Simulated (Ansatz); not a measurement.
# (ZnO)3(MgO)1 [0001] superlattice, started as wurtzite: phonons and vibrational spectra

Wanted: phonon frequencies of (ZnO)3(MgO)1 [0001] superlattice, started as wurtzite and what follows from them.

Program: Ansatz 0.2.0. Level of theory: DFT PBEsol, scalar-relativistic, plane waves, PAW. Results are calculated unless marked as measured.

The structure was built from a prototype and need not be the compound's stable phase.

## Step 1: The structure

The structure is trigonal, space group P3m1 (No. 156). Conventional cell: a = 3.258 Å, b = 3.258 Å, c = 10.365 Å, α = 90.00°, β = 90.00°, γ = 120.00°. Mg has 4 O at 1.94 to 1.99 Å nearest. Nearest to O lie 4 Zn at 1.94 to 1.99 Å. O has 1 Zn at 1.94 Å and 3 Mg at 1.99 Å nearest. O has 1 Mg at 1.94 Å and 3 Zn at 1.99 Å nearest. Nearest to Zn lie 4 O at 1.94 to 1.99 Å. Farther neighbours and most contacts between anions are not listed.

## Step 2: Coarse relaxation

A rough relaxation comes first, because large forces or stress need no tight tolerances yet.

The input, input.yaml:

```yaml
crystal:
  lattice:
    - [3.2575, 0.0, 0.0]
    - [-1.62875, 2.82108, 0.0]
    - [0.0, 0.0, 10.365]
  atoms:
    - { symbol: Mg, position: [0.666667, 0.333333, 0.75] }
    - { symbol: O, position: [0.333333, 0.666667, 0.1875] }
    - { symbol: O, position: [0.666667, 0.333333, 0.4375] }
    - { symbol: O, position: [0.333333, 0.666667, 0.6875] }
    - { symbol: O, position: [0.666667, 0.333333, 0.9375] }
    - { symbol: Zn, position: [0.333333, 0.666667, 0.0] }
    - { symbol: Zn, position: [0.666667, 0.333333, 0.25] }
    - { symbol: Zn, position: [0.333333, 0.666667, 0.5] }
kpoints:
  mp_grid: { grid: [9, 9, 2] }
hamiltonian:
  xc: pbesol
scf:
  occupations: { method: gaussian, width: 0.1 }
output:
  forces: true
  stress: true
  eigenvalues: true
relax:
  adjacent_minimum: "off"
  f_tol: 0.05
  max_steps: 80
  cell: { stress_tol: 0.5 }
```

Command:

```console
$ ansatz run input.yaml --threads 8 --pin off --max-ram 14336MiB --backend cpu --events-out ev --progress --plain --runs-dir out
```

Numbers of over 12 decimals in the logs are rounded to 6 here.

Output:

```text
[...]
atoms:
    - { symbol: Mg, position: [0.666667, 0.333333, 0.746340] }
    - { symbol: O, position: [0.333333, 0.666667, 0.189303] }
    - { symbol: O, position: [0.666667, 0.333333, 0.439638] }
    - { symbol: O, position: [0.333333, 0.666667, 0.689633] }
    - { symbol: O, position: [0.666667, 0.333333, 0.937466] }
    - { symbol: Zn, position: [0.333333, 0.666667, -0.0011935] }
    - { symbol: Zn, position: [0.666667, 0.333333, 0.249052] }
    - { symbol: Zn, position: [0.333333, 0.666667, 0.499763] }
[key lines of the parts left out:]
SCF converged after 5 iterations
Free energy (F): -14002.038053 eV
Fermi energy:    7.360404 eV
P = ⅓ Tr σ = 0.0332 GPa (0.332 kbar)
```

It took 3.7 s on 8 threads of Intel Xeon 6975P-C (Granite Rapids), shared host; peak memory 0.61 GiB.

The steps of the relaxation:

| step | energy less that of the first step (eV) | largest force component (eV/Å) | pressure (GPa) | volume (Å³) |
| --- | --- | --- | --- | --- |
| 1 | 0.0000 | 0.6428 | -0.93 | 95.25 |
| 2 | -0.0192 | 0.3851 | -0.47 | 94.88 |
| 3 | -0.0351 | 0.0878 | 0.09 | 94.44 |
| 4 | -0.0374 | 0.0384 | 0.08 | 94.44 |
| 5* | -0.0344 | 0.0383 | 0.03 | 94.44 |

Relaxation steps marked * repeat the geometry before them on a plane-wave basis chosen anew for their cell, so energy and pressure can jump there.

The run keeps the 6 symmetry operations that it works with, so distortions that break them were not tested.

| conventional cell, symmetrised | before | after | change |
| --- | --- | --- | --- |
| a (Å) | 3.258 | 3.241 | -0.5 % |
| b (Å) | 3.258 | 3.241 | -0.5 % |
| c (Å) | 10.365 | 10.382 | +0.2 % |
| volume (Å³/atom) | 11.91 | 11.81 | -0.8 % |

The atoms that moved most (Å, as changes of fractional coordinates times the final cell):

| atom | dx | dy | dz | length |
| --- | --- | --- | --- | --- |
| Mg1 | 0.000 | 0.000 | -0.038 | 0.038 |
| O3 | 0.000 | 0.000 | 0.022 | 0.022 |
| O4 | 0.000 | 0.000 | 0.022 | 0.022 |
| O2 | 0.000 | 0.000 | 0.019 | 0.019 |
| Zn6 | 0.000 | 0.000 | -0.012 | 0.012 |
| Zn7 | 0.000 | 0.000 | -0.010 | 0.010 |

A gap read on the k-mesh alone can miss the band edges.

Numbers from this step:

```
pressure           : 0.03317 GPa
gap on the k-mesh  : 1.119 eV
volume per atom    : 11.81 Å³
direct gap on mesh : 1.119 eV
```

In this step the volume went from 11.91 to 11.81 Å³/atom.

## Step 3: Relaxation

The cell and atoms are relaxed, since residual forces and stress would shift the frequencies.

The input, input.yaml:

```yaml
crystal:
  lattice:
    - [3.2410042427, 0.0, 0.0]
    - [-1.6205021214, 2.806792008, 0.0]
    - [0.0, 0.0, 10.3818623818]
  atoms:
    - { symbol: Mg, position: [0.6666666667, 0.3333333333, 0.746339829] }
    - { symbol: O, position: [0.3333333333, 0.6666666667, 0.1893027733] }
    - { symbol: O, position: [0.6666666667, 0.3333333333, 0.4396375908] }
    - { symbol: O, position: [0.3333333333, 0.6666666667, 0.6896331341] }
    - { symbol: O, position: [0.6666666667, 0.3333333333, 0.9374657414] }
    - { symbol: Zn, position: [0.3333333333, 0.6666666667, -0.0011935027] }
    - { symbol: Zn, position: [0.6666666667, 0.3333333333, 0.2490515148] }
    - { symbol: Zn, position: [0.3333333333, 0.6666666667, 0.4997629193] }
kpoints:
  mp_grid: { grid: [9, 9, 4] }
hamiltonian:
  xc: pbesol
scf:
  occupations: { method: gaussian, width: 0.02 }
output:
  forces: true
  stress: true
  eigenvalues: true
relax:
  adjacent_minimum: "off"
  f_tol: 0.005
  max_steps: 80
  cell: { stress_tol: 0.05 }
```

Output:

```text
[...]
Crystal: 8 atoms, lattice volume = 94.442 Å³
Basis set: ecut = 420 eV, 1895 PW (Γ), exchange–correlation on 48×48×144 points (8 copies of the dense FFT grid, shifted against one another)
Bands: 43, of which v1, the nominal top of the filled ones, is band 35 counted from 1 (34 counted from 0)
Symmetry: 6 space group operations
[...]
k-points: 43 of 324 (time reversal used)
[...]
atoms:
    - { symbol: Mg, position: [0.666667, 0.333333, 0.745827] }
    - { symbol: O, position: [0.333333, 0.666667, 0.189680] }
    - { symbol: O, position: [0.666667, 0.333333, 0.440094] }
    - { symbol: O, position: [0.333333, 0.666667, 0.690130] }
    - { symbol: O, position: [0.666667, 0.333333, 0.937745] }
    - { symbol: Zn, position: [0.333333, 0.666667, -0.00155947] }
    - { symbol: Zn, position: [0.666667, 0.333333, 0.248618] }
    - { symbol: Zn, position: [0.333333, 0.666667, 0.499466] }
[key lines of the parts left out:]
SCF converged after 5 iterations
Free energy (F): -14002.039041 eV
Fermi energy:    7.352819 eV
P = ⅓ Tr σ = -0.0008 GPa (-0.008 kbar)
```

Wall time 7.7 s (8 threads); peak memory 0.65 GiB; 54 s of CPU time.

The steps of the relaxation:

| step | energy less that of the first step (eV) | largest force component (eV/Å) | pressure (GPa) | volume (Å³) |
| --- | --- | --- | --- | --- |
| 1 | 0.0000 | 0.0383 | 0.03 | 94.44 |
| 2 | -0.0003 | 0.0232 | 0.02 | 94.44 |
| 3 | -0.0005 | 0.0134 | 0.00 | 94.45 |
| 4 | -0.0005 | 0.0066 | 0.00 | 94.45 |
| 5 | -0.0005 | 0.0052 | 0.00 | 94.45 |
| 6 | -0.0005 | 0.0013 | 0.00 | 94.45 |
| 7* | -0.0006 | 0.0015 | 0.00 | 94.45 |

Relaxation steps marked * repeat the geometry before them on a plane-wave basis chosen anew for their cell, so energy and pressure can jump there.

Forces are held to the 6 operations that the run works with; a distortion that breaks them can't arise in this run.

| conventional cell, symmetrised | before | after | change |
| --- | --- | --- | --- |
| a (Å) | 3.241 | 3.246 | +0.2 % |
| b (Å) | 3.241 | 3.246 | +0.2 % |
| c (Å) | 10.382 | 10.350 | -0.3 % |
| volume (Å³/atom) | 11.81 | 11.81 | +0.0 % |

Numbers from this step:

```
pressure           : -7.92e-4 GPa
gap on the k-mesh  : 1.124 eV
direct gap on mesh : 1.124 eV
```

In this step the volume went from 11.81 to 11.81 Å³/atom.

## Step 4: Tight relaxation

Phonons need a cell at rest on their own settings, so the relaxation is repeated with tight tolerances on forces and stress, using the mesh and the filling of the phonon run that follows.

The input, input.yaml:

```yaml
crystal:
  lattice:
    - [3.2460589057, 0.0, 0.0]
    - [-1.6230294529, 2.8111694745, 0.0]
    - [0.0, 0.0, 10.3503867178]
  atoms:
    - { symbol: Mg, position: [0.6666666667, 0.3333333333, 0.7458273692] }
    - { symbol: O, position: [0.3333333333, 0.6666666667, 0.1896795432] }
    - { symbol: O, position: [0.6666666667, 0.3333333333, 0.4400938515] }
    - { symbol: O, position: [0.3333333333, 0.6666666667, 0.690129791] }
    - { symbol: O, position: [0.6666666667, 0.3333333333, 0.9377452929] }
    - { symbol: Zn, position: [0.3333333333, 0.6666666667, -0.0015594669] }
    - { symbol: Zn, position: [0.6666666667, 0.3333333333, 0.24861783] }
    - { symbol: Zn, position: [0.3333333333, 0.6666666667, 0.4994657891] }
kpoints:
  mp_grid: { grid: [9, 9, 4] }
hamiltonian:
  xc: pbesol
scf:
  occupations: { method: fixed }
output:
  forces: true
  stress: true
  eigenvalues: true
relax:
  adjacent_minimum: "off"
  f_tol: 0.001
  max_steps: 60
  cell: { stress_tol: 0.01 }
```

Output:

```text
[...]
Crystal: 8 atoms, lattice volume = 94.450 Å³
Basis set: ecut = 420 eV, 1895 PW (Γ), exchange–correlation on 48×48×144 points (8 copies of the dense FFT grid, shifted against one another)
Bands: 43, of which v1, the nominal top of the filled ones, is band 35 counted from 1 (34 counted from 0)
Symmetry: 6 space group operations
[...]
k-points: 43 of 324 (time reversal used)
[...]
atoms:
    - { symbol: Mg, position: [0.666667, 0.333333, 0.745808] }
    - { symbol: O, position: [0.333333, 0.666667, 0.189693] }
    - { symbol: O, position: [0.666667, 0.333333, 0.440117] }
    - { symbol: O, position: [0.333333, 0.666667, 0.690149] }
    - { symbol: O, position: [0.666667, 0.333333, 0.937762] }
    - { symbol: Zn, position: [0.333333, 0.666667, -0.00157748] }
    - { symbol: Zn, position: [0.666667, 0.333333, 0.248606] }
    - { symbol: Zn, position: [0.333333, 0.666667, 0.499443] }
[key lines of the parts left out:]
SCF converged after 7 iterations
Free energy (F): -14002.038995 eV
Fermi energy:    6.790634 eV
P = ⅓ Tr σ = 0.0003 GPa (0.003 kbar)
```

The job ended after 4.7 s (8 threads; peak memory 0.65 GiB).

Little changed from the start: no atom moved by 0.005 Å and no cell edge by 0.1 %.

This step gave:

* pressure: 2.94e-4 GPa

The largest force component left is 0.44 meV/Å and the pressure is 0.000 GPa, within the tolerances set. The cell now holds 11.81 Å³/atom.

[end of part 1 of 3]

[Logs are printed without paths, hosts, clocks, repeated set-up lines and the standing remarks that a program may print on its own settings, such as how far it seeks lower states.]

[Hosts, paths, dates, database ids (printed as entryN), source tags and the programs' standing remarks are cut or masked in the printed files.]
